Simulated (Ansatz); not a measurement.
**Kohn anomalies in CdAg (Pm-3m)**

Wanted: frequencies of CdAg (Pm-3m) solved wavevector by wavevector at several smearings.

Calculated with Ansatz 0.2.0; DFT PBEsol, scalar-relativistic, plane waves, PAW.

## Step 1: The starting structure

It takes space group Pm-3m (No. 221, cubic). The conventional cell has a = 3.330 Å, b = 3.330 Å, c = 3.330 Å, α = 90.00°, β = 90.00°, γ = 90.00°. Nearest to Cd lie 8 Ag at 2.88 Å. Nearest to Ag lie 8 Cd at 2.88 Å. Farther neighbours are not listed.

## Step 2: Relaxation

The structure is brought to rest under this functional.

File input.yaml:

```yaml
crystal:
  lattice:
    - [3.33, 0.0, 0.0]
    - [0.0, 3.33, 0.0]
    - [0.0, 0.0, 3.33]
  atoms:
    - { symbol: Cd, position: [0.5, 0.5, 0.5] }
    - { symbol: Ag, position: [0.0, 0.0, 0.0] }
kpoints:
  mp_grid: { grid: [10, 10, 10] }
hamiltonian:
  xc: pbesol
scf:
  occupations: { method: gaussian, width: 0.1 }
output:
  forces: true
  stress: true
  eigenvalues: true
relax:
  adjacent_minimum: "off"
  f_tol: 0.005
  max_steps: 80
  cell: { stress_tol: 0.05 }
```

Run with:

```bash
$ ansatz run input.yaml --threads 4 --pin off --max-ram 8192MiB --backend cpu --events-out ev --progress --plain --runs-dir out
```

Numbers of over 12 decimals in the logs are rounded to 6 here.

Output:

```text
[the first part of the log is left out]
  E_xc         = -360.140866
  E_vxc        = -456.758678  (∫ρ·V_xc dr)
  E_paw        = -7846.715880  (= ΣΔE_a)
  E_vpaw       = -948.057634  (= ΣTr[D̂ρ^β])
  E_aug_tail   = 0.000294  (compensation charges beyond the density's cutoff)
  E_ewald      = -6025.987904
  E_core_change = 0.664699  (= ΣΔE_core)
  E_smearing   = -0.003523  (= −TS)
  E_closure    = 0.000000  (closes the sum)
  Σ components = -15706.463951   (vs F -15706.463951, Δ=0.00e0)
--- Forces (eV/Å), atoms counted from 1 ---
  atom   1  Cd    -0.00000000    -0.00000000     0.00000000
  atom   2  Ag     0.00000000     0.00000000    -0.00000000
  max |Σ_I F_I| component: 9.73e-30 eV/Å
--- Stress (GPa, compression-positive) ---
        0.009026       0.000000      -0.000000
        0.000000       0.009026      -0.000000
       -0.000000      -0.000000       0.009026
  P = ⅓ Tr σ = 0.0090 GPa (0.090 kbar)
--- Band table (eV; the first three rows and the last of 56) ---
  k-point 0: bands = ["-85.7067", "-75.3577", "-46.7840", "-46.7840", "-46.7840", "-38.8492", "-38.8492", "-38.8492", "7.6220", "7.6220", "8.0852", "8.3750", "8.3750", "8.3750", "11.8437", "11.8437", "12.7630", "12.7630", "12.7630", "22.0837", "22.0837", "22.0837", "26.9180", "28.0122"]
  k-point 1: bands = ["-85.7067", "-75.3576", "-46.7848", "-46.7839", "-46.7839", "-38.8508", "-38.8491", "-38.8491", "7.6447", "7.6758", "8.2442", "8.3622", "8.3622", "8.3878", "11.8192", "11.8784", "12.6860", "12.6860", "12.7453", "20.9361", "22.3658", "22.3658", "27.2733", "28.0386"]
  k-point 2: bands = ["-85.7066", "-75.3575", "-46.7870", "-46.7837", "-46.7837", "-38.8549", "-38.8489", "-38.8489", "7.7056", "7.8081", "8.3289", "8.3289", "8.4216", "8.7235", "11.7535", "11.9726", "12.4954", "12.4954", "12.6984", "18.8599", "23.1681", "23.1681", "27.4074", "28.1207"]
  k-point 55: bands = ["-85.7057", "-75.3557", "-46.7914", "-46.7914", "-46.7914", "-38.8632", "-38.8632", "-38.8632", "7.8683", "7.8683", "7.8683", "8.8074", "8.8074", "11.2157", "11.2157", "11.2157", "13.0406", "13.0406", "19.5387", "21.2601", "21.2601", "21.2601", "21.4280", "21.4280"]
--- Relaxed structure (4 steps of the walk, 3 accepted, 1 SCFs on fresh bases) ---
  F+E_penalty+E_count = -15706.46395096 eV   max|allowed force component| = 5.654e-30 eV/Å   (the final SCF, on the basis selected at the relaxed cell)
  cell:  # Å, volume = 36.1982 Å³
    - [3.307976, 0, 0]
    - [0, 3.307976, 0.0]
    - [0, 0.0, 3.307976]
  atoms:
    - { symbol: Cd, position: [0.5, 0.5, 0.5] }
    - { symbol: Ag, position: [0, 0, 0] }
```

Elapsed: 6.3 s, on 4 threads of Arm Neoverse N1, shared host; peak memory 0.4 GiB; 22 s of CPU time.

Relaxation path:

```csv
step,energy less that of the first step (eV),largest force component (eV/Å),pressure (GPa),volume (Å³)
1,0.0000,0.0000,-1.83,36.93
2,-0.0002,0.0000,2.05,35.49
3,-0.0044,0.0000,-0.09,36.23
4,-0.0044,0.0000,0.00,36.20
5,-0.0042,0.0000,0.01,36.20
```

The log counts 1 steps on a newly chosen plane-wave basis, not all of them marked here; energy and pressure can jump at such steps. Relaxation step 2 was tried and not accepted.

| conventional cell, symmetrised | before | after | change |
| --- | --- | --- | --- |
| a (Å) | 3.330 | 3.308 | -0.7 % |
| b (Å) | 3.330 | 3.308 | -0.7 % |
| c (Å) | 3.330 | 3.308 | -0.7 % |
| volume (Å³/atom) | 18.46 | 18.10 | -2.0 % |

The relaxed structure:

```
Cd Ag
1.0
     3.30798    0.00000    0.00000
     0.00000    3.30798    0.00000
     0.00000    0.00000    3.30798
Cd Ag
1 1
Direct
  0.50000 0.50000 0.50000
  0.00000 0.00000 0.00000
```

This step gave:

* pressure: 0.009026 GPa
* volume per atom: 18.10 Å³
* metallic on mesh: yes
* gap on the k-mesh: 0 eV

The largest force is now zero by symmetry and the largest stress component 0.0090 GPa, small enough for phonons.

## Step 3: Wavevectors along a line: Fermi–Dirac smearing of 0.1 eV

The smearing blurs the Fermi surface that screens the phonons; a Fermi–Dirac width is an electronic temperature.

File input.yaml:

```yaml
crystal:
  lattice:
    - [3.3079759737, 0.0, 0.0]
    - [0.0, 3.3079759737, 0.0]
    - [0.0, 0.0, 3.3079759737]
  atoms:
    - { symbol: Cd, position: [0.5, 0.5, 0.5] }
    - { symbol: Ag, position: [0.0, 0.0, 0.0] }
kpoints:
  mp_grid: { grid: [16, 16, 16] }
hamiltonian:
  xc: pbesol
scf:
  occupations: { method: fermi_dirac, width: 0.1 }
output:
  eigenvalues: true
phonons:
  method: dfpt
  qpoints:
    - [0, 0, 0]
    - [0.0, 0.0625, 0.0]
    - [0.0, 0.1875, 0.0]
    - [0.0, 0.3125, 0.0]
    - [0.0, 0.4375, 0.0]
```

Output:

```text
[...]
Crystal: 2 atoms, lattice volume = 36.198 Å³
Basis set: ecut = 420 eV, 739 PW (Γ), exchange–correlation on 48×48×48 points (8 copies of the dense FFT grid, shifted against one another)
Bands: 24, of which v1, the nominal top of the filled ones, is band 20 counted from 1 (19 counted from 0)
Symmetry: 48 space group operations
k-points: 165 of 4096
[...]
SCF iter   1: F=—  HF=-15706.479421 eV  |F-HF|=—  |Δ(HF+E_count)|=         —  Δρ=7.21e-3  dr2=1.48e-2  ethr=1.77e-3  ⟨swp⟩=5.4  Hψ=15090  notcnv=0
[...]
SCF iter   9: F=-15706.475345 eV  HF=-15706.475345 eV  |F-HF|=3.64e-12  |Δ(HF+E_count)|=  7.28e-12  Δρ=6.80e-8  dr2=1.27e-12  ethr=1.00e-12  ⟨swp⟩=5.2  Hψ=15291  notcnv=0
SCF 1 converged in 9 iterations: F = -15706.475345 eV  dr2 = 1.27e-12
[...]
NSCF: frozen V_eff on 165 k-points
WARN: eigensolver did not converge in 9 slots of this pass, the one above among them; of largest residual over every band (k=81): 1 band(s) unlocked (lowest unlocked band 23, counted from 0; max residual 1.12e-5 eV among the unlocked bands, 1.12e-5 eV over every band); of lowest unlocked band (k=17): band 23
[...]
DFPT response loops at q = (0, 0, 0) (fractional): preconditioner auto → Kerker (q_TF=auto, 2.762 Å⁻¹) (partly filled bands, converged f_vac=0.000); β = 1.00, the filter's whole step (`scf.mixing.beta` (0.50) is not read by the response loops under this deck's `scf.mixing.preconditioner`; to damp them name `kerker` or `kerker_dos`, under which they read `scf.mixing.beta`, and type it under 1.00, their step now; both keys bind the ground state too); Broyden in place of MSR1
[...]
SCF converged after 9 iterations
Free energy (F): -15706.475345 eV
[...]
Internal energy: -15706.458025 eV  (E = F + TS)
E sigma→0 (E₀):  -15706.466685 eV
Entropy (-TS):   -0.017319 eV (-8.660 meV/atom)
Fermi energy:    17.066847 eV
[...]
--- Band table (eV; the first three rows and the last of 165) ---
  k-point 0: bands = [... 16 lower, 12.7639, 12.7639, 12.7639, 22.0838, 22.0838, 22.0838, 26.9183, 28.0125]
  k-point 1: bands = [... 16 lower, 12.7329, 12.7329, 12.7568, 21.5761, 22.1950, 22.1950, 27.1422, 28.0228]
  k-point 2: bands = [... 16 lower, 12.6468, 12.6468, 12.7367, 20.4446, 22.5212, 22.5212, 27.3230, 28.0540]
  k-point 164: bands = [... 16 lower, 13.0413, 13.0413, 19.5392, 21.2602, 21.2602, 21.2602, 21.4284, 21.4284]
--- Phonons (Γ-DFPT): 2 representative perturbations + reference (Σ response iterations 8) ---
  ASR residual: 7.399e-5 → 0.000e0 eV/Å²; symmetrization residual: 3.302e-7 eV/Å²
  ASR residual per site (eV/Å²): 2.11e-5 7.40e-5
  Γ frequencies (cm⁻¹): 0.00 0.00 0.00 138.11 138.11 138.11
  non-analytic LO–TO correction: not included (Born effective charges unavailable; polar crystals: no LO–TO splitting at Γ)
--- Phonons (arbitrary-q DFPT): 5 explicit q-points ---
  q = [0, 0, 0] (of the zone-centre solve; hermiticity 1.71e-7, symmetrization 2.09e-11): -0.00 -0.00 0.00 138.11 138.11 138.11
  q = [0, 0.0625, 0] (4 solved perturbations in 4032 linear systems a pass and spin channel, the states on 1296 of 4096 k-point pairs; hermiticity 2.04e-6, symmetrization 1.40e-11): 15.01 15.01 19.75 137.44 137.44 138.30
[...]
sum rule: each row above includes the acoustic sum rule's correction from the zone centre's row sums; it moved no ω² by more than (0.43 cm⁻¹)²
```

Wall time 9.9 min (4 threads); peak memory 2.6 GiB; 38 min of CPU time.

Each wavevector solved by linear response. The frequency by |q| along the line:

```
|q| along the line (Å⁻¹)  mode 1 = mode 2 (cm⁻¹)  mode 3 (cm⁻¹)  mode 4 = mode 5 (cm⁻¹)  mode 6 (cm⁻¹)
                   0.000                       0              0                     138            138
                   0.119                    15.0           19.8                     137            138
                   0.356                    42.8           55.8                     131            138
                   0.594                    66.1           84.6                     120            134
                   0.831                    86.3            104                     105            128
```

## Step 4: Phonons along a line: Fermi–Dirac smearing of 0.25 eV

Each wavevector is solved by itself, so no interpolation smooths a dip of the branch.

input.yaml, as its differences from that of step 3:

```diff
@@ -13,3 +13,3 @@
 scf:
-  occupations: { method: fermi_dirac, width: 0.1 }
+  occupations: { method: fermi_dirac, width: 0.25 }
 output:
```

Wider smearing eases the sum over k-points of a metal but moves the result away from its zero-temperature value.

Output:

```text
band count auto-derived: 25 (N_el = 39.0; filled up to band 20; 24 by the electrons, moments and atoms)
[...]
Crystal: 2 atoms, lattice volume = 36.198 Å³
Basis set: ecut = 420 eV, 739 PW (Γ), exchange–correlation on 48×48×48 points (8 copies of the dense FFT grid, shifted against one another)
Bands: 25, of which v1, the nominal top of the filled ones, is band 20 counted from 1 (19 counted from 0)
Symmetry: 48 space group operations
k-points: 165 of 4096
[...]
SCF iter   1: F=—  HF=-15706.522869 eV  |F-HF|=—  |Δ(HF+E_count)|=         —  Δρ=7.22e-3  dr2=1.49e-2  ethr=1.77e-3  ⟨swp⟩=4.6  Hψ=15272  notcnv=0
[...]
SCF iter   9: F=-15706.518781 eV  HF=-15706.518781 eV  |F-HF|=1.82e-12  |Δ(HF+E_count)|=  5.46e-12  Δρ=7.17e-8  dr2=1.35e-12  ethr=1.00e-12  ⟨swp⟩=5.2  Hψ=15579  notcnv=0
SCF 1 converged in 9 iterations: F = -15706.518781 eV  dr2 = 1.35e-12
[...]
SCF converged after 9 iterations
Free energy (F): -15706.518781 eV
[...]
Internal energy: -15706.416328 eV  (E = F + TS)
E sigma→0 (E₀):  -15706.467554 eV
Entropy (-TS):   -0.102453 eV (-51.227 meV/atom)
Fermi energy:    17.092758 eV
[...]
--- Band table (eV; the first three rows and the last of 165) ---
  k-point 0: bands = [... 16 lower, 12.7625, 12.7625, 12.7625, 22.0839, 22.0839, 22.0839, 26.9183, 28.0126, ... 1 higher]
  k-point 1: bands = [... 16 lower, 12.7316, 12.7316, 12.7555, 21.5762, 22.1951, 22.1951, 27.1422, 28.0228, ... 1 higher]
  k-point 2: bands = [... 16 lower, 12.6455, 12.6455, 12.7353, 20.4447, 22.5213, 22.5213, 27.3230, 28.0541, ... 1 higher]
  k-point 164: bands = [... 16 lower, 13.0396, 13.0396, 19.5401, 21.2601, 21.2601, 21.2601, 21.4285, 21.4285, ... 1 higher]
[...]
ASR residual: 3.422e-4 → 0.000e0 eV/Å²; symmetrization residual: 4.058e-7 eV/Å²
  ASR residual per site (eV/Å²): 2.22e-4 3.42e-4
  Γ frequencies (cm⁻¹): 0.00 0.00 0.00 138.01 138.01 138.01
[...]
--- Phonons (arbitrary-q DFPT): 5 explicit q-points ---
[...]
```

It took 10 min on 4 threads; peak memory 2.7 GiB.

Each wavevector solved by linear response. Frequency against |q| along the line:

| \|q\| along the line (Å⁻¹) | mode 1 = mode 2 (cm⁻¹) | mode 3 (cm⁻¹) | mode 4 = mode 5 (cm⁻¹) | mode 6 (cm⁻¹) |
| --- | --- | --- | --- | --- |
| 0.000 | 0 | 0 | 138 | 138 |
| 0.119 | 14.9 | 19.7 | 137 | 138 |
| 0.356 | 42.5 | 56.1 | 131 | 138 |
| 0.594 | 65.9 | 85.1 | 120 | 134 |
| 0.831 | 86.3 | 104 | 105 | 127 |

Against step 3 (now smearing width 0.25 eV), the free energy moves by -21.7 meV an atom.

## Step 5: Wavevectors along a line: Fermi–Dirac smearing of 0.04 eV

Each wavevector is solved by itself, so no interpolation smooths a dip of the branch.

input.yaml, as its differences from that of step 4:

```diff
@@ -13,3 +13,3 @@
 scf:
-  occupations: { method: fermi_dirac, width: 0.25 }
+  occupations: { method: fermi_dirac, width: 0.04 }
 output:
```

Narrower smearing comes nearer the zero-temperature value but asks more of the mesh.

Output:

```text
[...]
Crystal: 2 atoms, lattice volume = 36.198 Å³
Basis set: ecut = 420 eV, 739 PW (Γ), exchange–correlation on 48×48×48 points (8 copies of the dense FFT grid, shifted against one another)
Bands: 24, of which v1, the nominal top of the filled ones, is band 20 counted from 1 (19 counted from 0)
Symmetry: 48 space group operations
k-points: 165 of 4096
[...]
SCF iter   1: F=—  HF=-15706.471645 eV  |F-HF|=—  |Δ(HF+E_count)|=         —  Δρ=7.24e-3  dr2=1.50e-2  ethr=1.77e-3  ⟨swp⟩=5.8  Hψ=15599  notcnv=0
[...]
SCF iter   9: F=-15706.467519 eV  HF=-15706.467519 eV  |F-HF|=1.82e-12  |Δ(HF+E_count)|=    0.00e0  Δρ=7.00e-8  dr2=1.36e-12  ethr=1.00e-12  ⟨swp⟩=5.9  Hψ=15697  notcnv=0
SCF 1 converged in 9 iterations: F = -15706.467519 eV  dr2 = 1.36e-12
[...]
SCF converged after 9 iterations
Free energy (F): -15706.467519 eV
[...]
Internal energy: -15706.464085 eV  (E = F + TS)
E sigma→0 (E₀):  -15706.465802 eV
Entropy (-TS):   -0.003434 eV (-1.717 meV/atom)
Fermi energy:    17.057658 eV
[...]
--- Band table (eV; the first three rows and the last of 165) ---
  k-point 0: bands = [... 16 lower, 12.7635, 12.7635, 12.7635, 22.0837, 22.0837, 22.0837, 26.9181, 28.0123]
  k-point 1: bands = [... 16 lower, 12.7325, 12.7325, 12.7565, 21.5760, 22.1949, 22.1949, 27.1420, 28.0226]
  k-point 2: bands = [... 16 lower, 12.6464, 12.6464, 12.7363, 20.4445, 22.5211, 22.5211, 27.3228, 28.0538]
  k-point 164: bands = [... 16 lower, 13.0411, 13.0411, 19.5389, 21.2601, 21.2601, 21.2601, 21.4282, 21.4282]
[...]
ASR residual: 1.054e-4 → 0.000e0 eV/Å²; symmetrization residual: 7.199e-7 eV/Å²
  ASR residual per site (eV/Å²): 2.66e-5 1.05e-4
  Γ frequencies (cm⁻¹): 0.00 0.00 0.00 138.54 138.54 138.54
[...]
--- Phonons (arbitrary-q DFPT): 5 explicit q-points ---
[...]
```

Elapsed: 9.8 min, on 4 threads; peak memory 2.6 GiB.

Each wavevector solved by linear response. Table of frequency by |q| along the line:

```
|q| along the line (Å⁻¹)  mode 1 = mode 2 (cm⁻¹)  mode 3 (cm⁻¹)  mode 4 = mode 5 (cm⁻¹)  mode 6 (cm⁻¹)
                   0.000                       0              0                     139            139
                   0.119                    15.0           20.0                     138            138
                   0.356                    42.8           55.8                     131            138
                   0.594                    66.2           84.4                     120            133
                   0.831                    86.2            104                     105            128
```

Against step 3 (now smearing width 0.04 eV), the free energy moves by +3.9 meV an atom.

## Step 6: Wavevectors along a line: Methfessel–Paxton smearing of 0.2 eV

The smearing blurs the Fermi surface that screens the phonons; a Methfessel–Paxton width blurs it less than a thermal one.

input.yaml, as its differences from that of step 5:

```diff
@@ -13,3 +13,3 @@
 scf:
-  occupations: { method: fermi_dirac, width: 0.04 }
+  occupations: { method: methfessel_paxton, width: 0.2 }
 output:
```

Output:

```text
[...]
Crystal: 2 atoms, lattice volume = 36.198 Å³
Basis set: ecut = 420 eV, 739 PW (Γ), exchange–correlation on 48×48×48 points (8 copies of the dense FFT grid, shifted against one another)
Bands: 24, of which v1, the nominal top of the filled ones, is band 20 counted from 1 (19 counted from 0)
Symmetry: 48 space group operations
k-points: 165 of 4096
[...]
SCF iter   1: F=—  HF=-15706.470497 eV  |F-HF|=—  |Δ(HF+E_count)|=         —  Δρ=7.23e-3  dr2=1.49e-2  ethr=1.77e-3  ⟨swp⟩=4.9  Hψ=14597  notcnv=0
[...]
SCF iter   9: F=-15706.466383 eV  HF=-15706.466383 eV  |F-HF|=1.82e-12  |Δ(HF+E_count)|=    0.00e0  S|Δr|=    0.00e0  Δρ=7.09e-8  dr2=1.39e-12  ethr=1.00e-12  ⟨swp⟩=5.9  Hψ=15824  notcnv=0
SCF 1 converged in 9 iterations: F = -15706.466383 eV  dr2 = 1.39e-12
[...]
SCF converged after 9 iterations
Stability not checked: this state was not tested for a lower state beside it, because cold or Methfessel-Paxton smearing, or corrected tetrahedra, fill the levels in a way that the test cannot read (fill_not_monotonic; see scf.lower_state_search)
Free energy (F): -15706.466383 eV
[...]
Internal energy: -15706.464680 eV  (E = F + TS)
E sigma→0 (E₀):  -15706.465957 eV
Entropy (-TS):   -0.001703 eV (-0.851 meV/atom)
Fermi energy:    17.058852 eV
[...]
--- Band table (eV; the first three rows and the last of 165) ---
  k-point 0: bands = [... 16 lower, 12.7636, 12.7636, 12.7636, 22.0838, 22.0838, 22.0838, 26.9182, 28.0124]
  k-point 1: bands = [... 16 lower, 12.7326, 12.7326, 12.7566, 21.5760, 22.1950, 22.1950, 27.1421, 28.0226]
  k-point 2: bands = [... 16 lower, 12.6466, 12.6466, 12.7364, 20.4445, 22.5211, 22.5211, 27.3228, 28.0539]
  k-point 164: bands = [... 16 lower, 13.0412, 13.0412, 19.5390, 21.2602, 21.2602, 21.2602, 21.4283, 21.4283]
[...]
ASR residual: 3.081e-5 → 0.000e0 eV/Å²; symmetrization residual: 2.452e-7 eV/Å²
  ASR residual per site (eV/Å²): 6.00e-7 3.08e-5
  Γ frequencies (cm⁻¹): 0.00 0.00 0.00 138.24 138.24 138.24
[...]
--- Phonons (arbitrary-q DFPT): 5 explicit q-points ---
[...]
```

Elapsed: 9.9 min, on 4 threads; peak memory 2.6 GiB.

Each wavevector solved by linear response. Table of frequency by |q| along the line:

```csv
|q| along the line (Å⁻¹),mode 1 = mode 2 (cm⁻¹),mode 3 (cm⁻¹),mode 4 = mode 5 (cm⁻¹),mode 6 (cm⁻¹)
0.000,0,0,138,138
0.119,15.0,19.9,138,138
0.356,42.8,55.7,131,138
0.594,66.2,84.3,120,134
0.831,86.2,104,105,128
```

Against step 3 (now occupations Methfessel-Paxton and smearing width 0.2 eV), the free energy moves by +4.5 meV an atom.

## Step 7: The lowest branch at each setting

Lowest frequency against |q| along the line:

| \|q\| along the line (Å⁻¹) | fermi dirac 0.1 eV, k 16x16x16 (cm⁻¹) | fermi dirac 0.25 eV, k 16x16x16 (cm⁻¹) | fermi dirac 0.04 eV, k 16x16x16 (cm⁻¹) | methfessel paxton 0.2 eV, k 16x16x16 (cm⁻¹) |
| --- | --- | --- | --- | --- |
| 0.000 | 0 | 0 | 0 | 0 |
| 0.119 | 15.0 | 14.9 | 15.0 | 15.0 |
| 0.356 | 42.8 | 42.5 | 42.8 | 42.8 |
| 0.594 | 66.1 | 65.9 | 66.2 | 66.2 |
| 0.831 | 86.3 | 86.3 | 86.2 | 86.2 |

## Step 8: Summary of results

```yaml
phonon_run_of_the_rows_without_a_label_of_their_own: PBEsol, k 16×16×16
lowest_branch_at_the_last_solved_point_fermi_dirac_0p1_ev: 86.3 cm⁻¹ at |q| = 0.831 Å⁻¹
lowest_branch_at_the_last_solved_point_fermi_dirac_0p25_ev: 86.3 cm⁻¹ at |q| = 0.831 Å⁻¹
lowest_branch_at_the_last_solved_point_fermi_dirac_0p04_ev: 86.2 cm⁻¹ at |q| = 0.831 Å⁻¹
lowest_branch_at_the_last_solved_point_methfessel_paxton_0p2_ev: 86.2 cm⁻¹ at |q| = 0.831 Å⁻¹
```

In words: No branch softens by more than 4 % of the top frequency as the smearing narrows, so no anomaly that hangs on the smearing shows at these points. The line holds 5 wavevectors, so a narrow dip between them would be missed. Between Fermi–Dirac 0.25 eV and Fermi–Dirac 0.04 eV the largest change, with modes counted by rank of frequency, is in mode 6 at |q| = 0.594 Å⁻¹, from 134 to 133 cm⁻¹; the branches hardly feel the smearing. Where branches cross, a count by rank can hide a softening. At the narrowest width the k mesh may not resolve the Fermi surface, so part of the change can be mesh noise.

[Logs are printed without paths, hosts, clocks, repeated set-up lines and the standing remarks that a program may print on its own settings, such as how far it seeks lower states.]

[Hosts, paths, dates, database ids (printed as entryN), source tags and the programs' standing remarks are cut or masked in the printed files.]
